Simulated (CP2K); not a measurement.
Consider nitrate monohydrate at its PBE geometry (Å).

```xyz
7

O    -0.3348   -1.1915    0.0798
N     0.8211   -0.7673    0.4476
O     1.1133    0.4755    0.3493
O     1.6738   -1.5742    0.9112
O    -1.3856    1.3053   -0.7596
H    -1.4257    0.3366   -0.5931
H    -0.4621    1.4156   -0.4353
```

Method: CP2K XAS_TDP, all-electron GAPW, PBEh(45%), aug-cc-pVDZ, TDA, GW2X-corrected core level, no relativity.

Predict the bright core excitations at the N K edge.

Leading lines: N2 404.89 eV. The leading line of an atom is its first one with 35 % of the strongest within 2.5 eV of its lowest line over the strength cut. Core ionisation energies at this level: N2 408.20 eV.

The first six lines of each atom with a strength over 0.0015:

```tsv
atom	energy (eV)	states	strength, one atom	above the computed threshold
N2 (bonded to 3 O)	404.89	1	0.0734	
	411.20	1	0.0023	yes
	412.63	1	0.0144	yes
	413.51	1	0.0069	yes
	413.65	1	0.0503	yes
	414.13	1	0.0223	yes
```

Lines are vertical, at one geometry, with no vibrational structure. GW2X ionisation energies and lines can be off by 1 to 2 eV either way, and a good line position may hide errors that cancel. These values hold no scalar relativity, about 0.2 eV for N 1s. Rydberg lines, and the discretised continuum above threshold, depend on the basis and the box. This is one low-energy arrangement of the cluster, relaxed without a dispersion correction; others exist. The ion (charge -1) is isolated, with no counter-ion or solvent. In an isolated anion many lines lie above the ionisation threshold and are held only by the finite basis.

[Banner, clock and machine lines of the logs are left out without a mark of their own.]

[Logs are printed without paths, hosts, clocks, repeated set-up lines and the standing remarks that a program may print on its own settings, such as how far it seeks lower states.]

[Hosts, paths, dates, database ids (printed as entryN), source tags and the programs' standing remarks are cut or masked in the printed files.]
